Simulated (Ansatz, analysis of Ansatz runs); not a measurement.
# How often does Li try the jump in Li5AuO4 (C2/m)?

Aim: the prefactor of a hop in Li5AuO4 (C2/m) (V_Li hop (2.7 Å), charge −1) from the modes of the moving atom at the start and at the top of a path found beforehand. Model: a cell of 80 host atoms with 1 Li taken out.

Program: Ansatz 0.2.0. Level of theory: plane-wave PAW DFT, PBEsol; finite-difference force constants of the moving atom alone. Values are calculated unless marked as measured.

### Step 1. Starting point

The cell holds 79 atoms: 39 Li, 8 Au and 32 O. Its edges and angles: a = 9.403 Å, b = 9.404 Å, c = 9.396 Å, α = 90.0°, β = 102.9°, γ = 90.0°. It derives from Li5AuO4 (space group C2/m). Nearest the centre at fractional (0.250, 0.359, 0.500): Li26 at 1.10 Å, O15 at 1.61 Å, O33 at 1.61 Å, Li2 at 2.41 Å, Li22 at 2.42 Å, Li62 at 2.44 Å, Li23 at 2.45 Å, O20 at 2.67 Å. The cell carries charge −1.

The cell's shortest repeat is 9.4 Å.

### Step 2. Vibrations of the moving atom at the start point

Harmonic transition-state theory takes the prefactor from the modes at the minimum and at the top. Only the moving atom is displaced, by 0.02 Å, which takes six displaced runs and a reference; the host's atoms are held.

qm1.start.modes/input.yaml reads:

```yaml
crystal:
  lattice:
    - [9.40268524, 0.0, -0.02548652]
    - [0.0, 9.40405317, 0.0]
    - [-2.07562506, 0.0, 9.16358709]
  atoms:
    - { symbol: Li, position: [-0.0026307, 0.79507789, 0.24745962] }
    - { symbol: Li, position: [0.24659284, 0.29476399, 0.25082691] }
    - { symbol: Li, position: [-2.508e-05, 0.28312519, 0.00069917] }
    - { symbol: Li, position: [0.2500576, 0.78285626, 0.00020823] }
    - { symbol: Li, position: [-1.165e-05, 0.71700048, 0.00046488] }
    - { symbol: Li, position: [0.24984509, 0.21722031, 0.00023294] }
    - { symbol: Li, position: [-0.00275868, 0.20494425, 0.24757761] }
    - { symbol: Li, position: [0.24671616, 0.70530582, 0.25067132] }
    - { symbol: Li, position: [0.0026274, 5.719e-05, -0.00172894] }
    - { symbol: Li, position: [0.24986491, 0.50005917, 0.00021333] }
    - { symbol: Au, position: [-0.0024312, 0.50000583, 0.24853832] }
    - { symbol: Au, position: [0.25002114, 2.738e-05, 0.25058068] }
    - { symbol: O, position: [0.12830165, 0.85393125, 0.1229749] }
    - { symbol: O, position: [0.37733491, 0.35306038, 0.12506365] }
    - { symbol: O, position: [0.11078762, 0.34532817, 0.3649702] }
    - { symbol: O, position: [0.37074441, 0.8512415, 0.37565285] }
    - { symbol: O, position: [0.12824232, 0.1461879, 0.12317626] }
    - { symbol: O, position: [0.37749773, 0.64701529, 0.12498608] }
    - { symbol: O, position: [0.11098457, 0.65466219, 0.36486371] }
    - { symbol: O, position: [0.37064671, 0.14875515, 0.37587697] }
    - { symbol: Li, position: [0.00151238, 0.79157103, 0.7493111] }
    - { symbol: Li, position: [0.25316206, 0.29473756, 0.74978476] }
    - { symbol: Li, position: [7.86e-06, 0.28504809, 0.49810889] }
    - { symbol: Li, position: [0.25003514, 0.7585122, 0.50014494] }
    - { symbol: Li, position: [9.658e-05, 0.71497152, 0.49792368] }
    - { symbol: Li, position: [0.24980598, 0.24152881, 0.50025024] }
    - { symbol: Li, position: [0.00140006, 0.20852902, 0.74947001] }
    - { symbol: Li, position: [0.25324151, 0.70531525, 0.74964334] }
    - { symbol: Li, position: [0.00458429, 4.209e-05, 0.49897639] }
    - { symbol: Au, position: [-0.00056416, 0.50005974, 0.75073089] }
    - { symbol: Au, position: [0.24983179, 2.825e-05, 0.74986064] }
    - { symbol: O, position: [0.12920471, 0.85131784, 0.62453829] }
    - { symbol: O, position: [0.38885674, 0.34531279, 0.63558533] }
    - { symbol: O, position: [0.12234227, 0.35308503, 0.87542467] }
    - { symbol: O, position: [0.37163421, 0.853858, 0.87723268] }
    - { symbol: O, position: [0.12913297, 0.1488233, 0.6247977] }
    - { symbol: O, position: [0.38903486, 0.6546668, 0.63548119] }
    - { symbol: O, position: [0.1225011, 0.64702077, 0.87535225] }
    - { symbol: O, position: [0.37155292, 0.14610074, 0.87747416] }
    - { symbol: Li, position: [0.49846057, 0.79151922, 0.25093996] }
    - { symbol: Li, position: [0.74992555, 0.29239496, 0.24973075] }
    - { symbol: Li, position: [0.49987413, 0.2830522, -6.296e-05] }
    - { symbol: Li, position: [0.75004593, 0.78216308, 0.00018433] }
    - { symbol: Li, position: [0.49988492, 0.716921, -0.00028882] }
    - { symbol: Li, position: [0.74984053, 0.21783736, 0.00024249] }
    - { symbol: Li, position: [0.49835045, 0.20849486, 0.25110131] }
    - { symbol: Li, position: [0.7500406, 0.70764465, 0.24958636] }
    - { symbol: Li, position: [0.4971857, -2.414e-05, 0.00219813] }
    - { symbol: Li, position: [0.74991798, 0.49997813, 0.00024504] }
    - { symbol: Au, position: [0.50041085, 0.50001914, 0.24966834] }
    - { symbol: Au, position: [0.74744106, 1.435e-05, 0.25087898] }
    - { symbol: O, position: [0.62590245, 0.85262731, 0.12530371] }
    - { symbol: O, position: [0.87557241, 0.35088941, 0.12311451] }
    - { symbol: O, position: [0.62242585, 0.35280183, 0.37503655] }
    - { symbol: O, position: [0.8700946, 0.85358261, 0.37515325] }
    - { symbol: O, position: [0.6258704, 0.14746149, 0.12552273] }
    - { symbol: O, position: [0.87577396, 0.64916313, 0.12305182] }
    - { symbol: O, position: [0.62261012, 0.64720993, 0.37496314] }
    - { symbol: O, position: [0.87003771, 0.14638749, 0.37538958] }
    - { symbol: Li, position: [0.50260187, 0.79507637, 0.75280844] }
    - { symbol: Li, position: [0.74981832, 0.29241557, 0.75083409] }
    - { symbol: Li, position: [0.49977587, 0.2851236, 0.50252573] }
    - { symbol: Li, position: [0.75002637, 0.78296631, 0.50020421] }
    - { symbol: Li, position: [0.49979112, 0.71498272, 0.50229625] }
    - { symbol: Li, position: [0.74982949, 0.21707962, 0.50024333] }
    - { symbol: Li, position: [0.50248966, 0.20486528, 0.75292806] }
    - { symbol: Li, position: [0.74991459, 0.70764496, 0.75069658] }
    - { symbol: Li, position: [0.49536125, 2.644e-05, 0.50139737] }
    - { symbol: Li, position: [0.74991964, 0.50002576, 0.50020489] }
    - { symbol: Au, position: [0.50229292, 0.49998, 0.75189961] }
    - { symbol: Au, position: [0.75243474, 4.546e-05, 0.74955214] }
    - { symbol: O, position: [0.62982229, 0.8536783, 0.62506813] }
    - { symbol: O, position: [0.87722774, 0.35286624, 0.62544148] }
    - { symbol: O, position: [0.62410898, 0.35083422, 0.87737092] }
    - { symbol: O, position: [0.87401265, 0.85259425, 0.87490194] }
    - { symbol: O, position: [0.62979024, 0.14646447, 0.62526105] }
    - { symbol: O, position: [0.87739771, 0.64727387, 0.62538599] }
    - { symbol: O, position: [0.62430256, 0.64909008, 0.87734143] }
    - { symbol: O, position: [0.87399544, 0.14743361, 0.87508844] }
  symmetry: { detect: false }
total_charge: -1
basis:
  ecutwfc: 420
  xc_grid: 2
hamiltonian:
  xc: pbesol
kpoints:
  mp_grid: { grid: [1, 1, 1], shift: [0.25, 0.25, 0.25] }
scf:
  occupations: { method: fixed }
  max_iter: 150
phonons:
  supercell: [1, 1, 1]
  displaced_sites: [25]
  amplitude: 0.02
```

Run with:

```bash
$ ansatz run input.yaml --threads 4 --pin off --max-ram 14131MiB --backend cpu --events-out ev --progress --plain --runs-dir out
```

Log:

```text
Engine: ansatz 0.2.0, aarch64-unknown-linux-gnu
Pseudopotentials: kind: paw
Pseudopotential: Li, paw, valence charge 3, recommended cutoff 420 eV (normal), Li.paw.azcp
Pseudopotential: Au, paw, valence charge 19, recommended cutoff 420 eV (normal), Au.paw.azcp
Pseudopotential: O, paw, valence charge 6, recommended cutoff 420 eV (normal), O.paw.azcp
Functional definition: PBEsol
  exchange = pbesol_x
  correlation = pbesol_c
Crystal: 79 atoms, lattice volume = 809.778 Å³
Basis set: ecut = 420 eV, 15817 PW (Γ), exchange–correlation on 128×128×128 points (8 copies of the dense FFT grid, shifted against one another)
Bands: 310, of which v1, the nominal top of the filled ones, is band 231 counted from 1 (230 counted from 0)
Symmetry: 1 space group operations
k-points: 1
Non-local potential: Li, projectors of the file, l = 0: 3, l = 1: 2, l = 2: 1
Non-local potential: Au, projectors of the file, l = 0: 3, l = 1: 2, l = 2: 2, l = 3: 1
Non-local potential: O, projectors of the file, l = 0: 2, l = 1: 2, l = 2: 1
PAW form: soft (Blöchl's): semilocal exchange-correlation on the pseudo side does not see the compensation charge
PAW frozen core: Au, regenerated for the run's functional, and the local potential with it (the file was generated under x = pbe(κ = 0.804, μ = 0.219515), c = pbe(β = 0.066725))
PAW frozen core: O, regenerated for the run's functional, and the local potential with it (the file was generated under x = pbe(κ = 0.804, μ = 0.219515), c = pbe(β = 0.066725))
PAW one-centre angular grid: Li, 110 points (default); XC on 64 Gauss nodes
PAW one-centre angular grid: Au, 590 points (default); XC on 64 Gauss nodes
PAW one-centre angular grid: O, 110 points (default); XC on 64 Gauss nodes
Initial density: superposition of atomic densities (neutral atoms scaled as one to the charged cell's electrons: chi_scale 0, normalization atom), corrected by the library's trained network
Initial wavefunctions: pseudopotential atomic-orbital guess
Functional: x = pbesol(κ = 0.804, μ = 0.123457), c = pbesol(β = 0.046)
SCF iter   1: F=—  HF=-129955.396817 eV  |F-HF|=—  |Δ(HF+E_count)|=         —  Δρ=1.68e-2  dr2=1.84e0  ethr=1.77e-3  ⟨swp⟩=5.0  Hψ=968  notcnv=0  defer=73
preconditioner: auto → Resta (q_TF=auto, 2.485 Å⁻¹)  ε∞=4.0  [insulator: Δε(μ)=2.269 eV  Ē_g=13.524 eV  n_scr=218 (ndim 8)  ℏωp=23.3 eV  f_vac=0.091  ε∞_Penn≈4.0]
SCF iter   2: F=—  HF=-129954.882343 eV  |F-HF|=—  |Δ(HF+E_count)|=   5.14e-1  Δρ=3.55e-3  dr2=8.55e-2  ethr=3.98e-4  ⟨swp⟩=2.0  Hψ=450  notcnv=0  defer=74
SCF iter   3: F=—  HF=-129954.868545 eV  |F-HF|=—  |Δ(HF+E_count)|=   1.38e-2  Δρ=1.50e-3  dr2=1.93e-2  ethr=1.85e-5  ⟨swp⟩=2.0  Hψ=369  notcnv=0  defer=77
SCF iter   4: F=—  HF=-129954.867103 eV  |F-HF|=—  |Δ(HF+E_count)|=   1.44e-3  Δρ=6.74e-4  dr2=4.32e-3  ethr=4.18e-6  ⟨swp⟩=2.0  Hψ=360  notcnv=0  defer=77
SCF iter   5: F=—  HF=-129954.867362 eV  |F-HF|=—  |Δ(HF+E_count)|=   2.59e-4  Δρ=2.52e-4  dr2=7.25e-4  ethr=9.35e-7  ⟨swp⟩=2.0  Hψ=371  notcnv=0  defer=73
SCF iter   6: F=—  HF=-129954.867482 eV  |F-HF|=—  |Δ(HF+E_count)|=   1.20e-4  Δρ=2.35e-4  dr2=4.99e-4  ethr=1.57e-7  ⟨swp⟩=2.0  Hψ=393  notcnv=0  defer=72
SCF iter   7: F=—  HF=-129954.867330 eV  |F-HF|=—  |Δ(HF+E_count)|=   1.52e-4  Δρ=3.74e-5  dr2=1.43e-5  ethr=1.08e-7  ⟨swp⟩=2.0  Hψ=393  notcnv=0  defer=71
SCF iter   8: F=—  HF=-129954.869013 eV  |F-HF|=—  |Δ(HF+E_count)|=   1.68e-3  Δρ=3.64e-5  dr2=1.08e-5  ethr=3.10e-9  ⟨swp⟩=2.0  Hψ=395  notcnv=0  defer=71
SCF iter   9: F=—  HF=-129954.869012 eV  |F-HF|=—  |Δ(HF+E_count)|=   1.29e-6  Δρ=7.35e-6  dr2=4.56e-7  ethr=2.34e-9  ⟨swp⟩=2.0  Hψ=394  notcnv=0  defer=71
SCF iter  10: F=—  HF=-129954.869012 eV  |F-HF|=—  |Δ(HF+E_count)|=   4.02e-7  Δρ=3.09e-6  dr2=9.94e-8  ethr=9.87e-11  ⟨swp⟩=2.0  Hψ=369  notcnv=0  defer=71
[...]
SCF 1 converged in 15 iterations: F = -129954.869013 eV  dr2 = 2.59e-11
  greatest PAW one-centre occupation: 1.001 electrons in one spin orbital (limit 2), on the Au atom at site 69 (counted from 0), in its partial waves of l = 0
Initial density: handed on by an earlier stage of this run
Initial wavefunctions: those handed on with the density
[...]
SCF 2 converged in 10 iterations: F = -129954.867757 eV  dr2 = 8.17e-11
[...]
SCF 3 converged in 7 iterations: F = -129954.867737 eV  dr2 = 8.76e-11
[...]
SCF 4 converged in 11 iterations: F = -129954.868607 eV  dr2 = 2.57e-11
[...]
SCF 5 converged in 7 iterations: F = -129954.868295 eV  dr2 = 2.78e-11
[...]
SCF iter   9: F=—  HF=-129954.867780 eV  |F-HF|=—  |Δ(HF+E_count)|=   1.18e-9  Δρ=2.25e-7  dr2=3.87e-10  ethr=1.00e-12  ⟨swp⟩=2.0  Hψ=404  notcnv=0  defer=71
SCF iter  10: F=-129954.867780 eV  HF=-129954.867780 eV  |F-HF|=0.00e0  |Δ(HF+E_count)|=  1.16e-10  Δρ=1.11e-7  dr2=9.03e-11  ethr=1.00e-12  ⟨swp⟩=3.0  Hψ=911  notcnv=0
SCF 6 converged in 10 iterations: F = -129954.867780 eV  dr2 = 9.03e-11
iter 1 solved again at ethr=2.45e-10 eV; its pass at ethr=3.10e-3 eV (dr2=1.13e-6 eV) is discarded
SCF iter   1: F=—  HF=-129954.867980 eV  |F-HF|=—  |Δ(HF+E_count)|=         —  Δρ=2.30e-5  dr2=1.29e-6  ethr=2.45e-10  ⟨swp⟩=3.0  Hψ=882  notcnv=0  defer=71
SCF iter   2: F=—  HF=-129954.867733 eV  |F-HF|=—  |Δ(HF+E_count)|=   2.47e-4  Δρ=1.24e-5  dr2=4.07e-7  ethr=2.45e-10  ⟨swp⟩=2.0  Hψ=438  notcnv=0  defer=71
SCF iter   3: F=—  HF=-129954.867733 eV  |F-HF|=—  |Δ(HF+E_count)|=   7.46e-7  Δρ=6.25e-6  dr2=2.85e-7  ethr=8.80e-11  ⟨swp⟩=2.0  Hψ=409  notcnv=0  defer=71
SCF iter   4: F=—  HF=-129954.867733 eV  |F-HF|=—  |Δ(HF+E_count)|=   3.17e-8  Δρ=1.05e-6  dr2=5.50e-9  ethr=6.18e-11  ⟨swp⟩=2.0  Hψ=404  notcnv=0  defer=71
SCF iter   5: F=—  HF=-129954.867733 eV  |F-HF|=—  |Δ(HF+E_count)|=  9.17e-10  Δρ=5.67e-7  dr2=1.33e-9  ethr=1.19e-12  ⟨swp⟩=2.0  Hψ=404  notcnv=0  defer=71
SCF iter   6: F=—  HF=-129954.867733 eV  |F-HF|=—  |Δ(HF+E_count)|=   1.30e-9  Δρ=2.11e-7  dr2=2.66e-10  ethr=1.00e-12  ⟨swp⟩=2.0  Hψ=370  notcnv=0  defer=71
SCF iter   7: F=-129954.867733 eV  HF=-129954.867733 eV  |F-HF|=4.37e-11  |Δ(HF+E_count)|=  8.73e-11  Δρ=9.81e-8  dr2=5.89e-11  ethr=1.00e-12  ⟨swp⟩=4.0  Hψ=777  notcnv=0
SCF 7 converged in 7 iterations: F = -129954.867733 eV  dr2 = 5.89e-11
SCF converged after 15 iterations
Free energy (F): -129954.869013 eV
Harris-Foulkes:  -129954.869013 eV  (|F-HF|=2.91e-11)
Internal energy: -129954.869013 eV  (E = F + TS)
E sigma→0 (E₀):  -129954.869013 eV
Fermi energy:    5.656617 eV
--- Per-component energies (eV) ---
  E_band       = -7029.893503
  E_kinetic    = 11324.264695
  E_local      = -41249.712442  (includes V_loc(G=0)·N_el)
  E_nonlocal   = 872.266022
  E_hartree    = 16136.249057
  E_xc         = -4591.642502
  E_vxc        = -5770.384746  (∫ρ·V_xc dr)
  E_paw        = -82148.344096  (= ΣΔE_a)
  E_vpaw       = -4478.917074  (= ΣTr[D̂ρ^β])
  E_aug_tail   = 0.092117  (compensation charges beyond the density's cutoff)
  E_ewald      = -30301.646909
  E_core_change = 3.605046  (= ΣΔE_core)
  E_smearing   = -0.000000  (= −TS)
  E_closure    = 0.000000  (closes the sum)
  E_deformation_potential = -16.058829  (in the stress; not in F)
  Σ components = -129954.869013   (vs F -129954.869013, Δ=0.00e0)
--- Forces (eV/Å), atoms counted from 1 ---
  atom   1  Li    -0.00582321    -0.00011504    -0.00479095
  atom   2  Li     0.00589852     0.00040029     0.00200955
  [... 12 atoms left out ...]
  atom  15  O      0.00054774    -0.00677292     0.00166100
  [... 3 atoms left out ...]
  atom  19  O      0.00020842     0.00782877     0.00374667
  atom  20  O      0.00025712    -0.00189166    -0.00295472
  [... 1 atom left out ...]
  atom  22  Li    -0.00519659     0.00100350    -0.00300266
  atom  23  Li     0.00010969     0.00342317     0.00438235
  [... 2 atoms left out ...]
  atom  26  Li     0.00049847     0.00782611     0.00117389
  [... 6 atoms left out ...]
  atom  33  O      0.00252901    -0.00485378    -0.00348183
  [... 2 atoms left out ...]
  atom  36  O      0.00132953    -0.00265916     0.00121533
  [... 25 atoms left out ...]
  atom  62  Li     0.00062998     0.00141007    -0.00382061
  [... 17 atoms left out ...]
  max |Σ_I F_I| component: 7.74e-7 eV/Å
--- Band table (eV) ---
  k-point 0: bands = ["-100.3449", "-100.3446", "-100.3187", "-100.3181", [... 302 left out ...] "17.3066", "17.4570", "17.5946", "17.6165"]
--- Phonons: 6 displaced members + reference (amplitude 0.02 Å, Σ member SCF iterations 52) ---
  symmetry images taken by strict's conditions (phonons.symmetry_images: auto; settled by no image being taken that strict refuses)
  force constants formed among 1 of 79 sites (Li 25); the other 78 at rest. The modes move the named sites alone.
  the frequencies, the zero-point energy and the sums are of the block with the acoustic sum rule laid on its rows. Row sums over every site: 3.4e-4 eV/Å² at the most
  transpose residual: 6.8e-4 eV/Å²
  largest component of a force at the reference: 7.8e-3 eV/Å on a named site, 1.1e-2 eV/Å on a site at rest
  frequencies among the named sites at Γ of the cell (cm⁻¹): 331.63 482.42 511.23
  unstable modes among the named sites: 0
  frequencies as built, with no sum rule (cm⁻¹): 331.62 482.42 511.22
  zero-point energy: 0.082156 eV/cell   skipped modes (ω ≤ 0): 0
  not written: the harmonic force-constant file, the file of eigenvectors (these modes' are written with the force constants), the density of states and the dispersion, which are of every site
```

Run time: 1.9 min. Hardware: 4 threads of Arm Neoverse V1, shared host; peak memory 1.6 GiB; 7.5 min of CPU time.

Reading the cycles: dr2 is the Hartree energy of the density residual (eV), the measure of convergence; HF is the Harris–Foulkes estimate of the energy, which meets the free energy F at convergence.

This step gave:

```yaml
free_energy: -129954.8690 eV
frequencies_of_moving_atom: 331.6, 482.4, 511.2 cm⁻¹ (negative: imaginary)
```

The three modes are 332, 482 and 511 cm⁻¹: all real, a minimum for this atom with the others held.

(Part 1 of 2 ends here.)

[Long decimals in the printed logs are rounded to 6 places.]

[Repeated set-up lines and some long k-point lines are left out of the logs, and relaxed atomic positions are cut to six decimals.]

[Logs are printed without paths, hosts, clocks, repeated set-up lines and the standing remarks that a program may print on its own settings, such as how far it seeks lower states.]

[Hosts, paths, dates, database ids (printed as entryN), source tags and the programs' standing remarks are cut or masked in the printed files.]
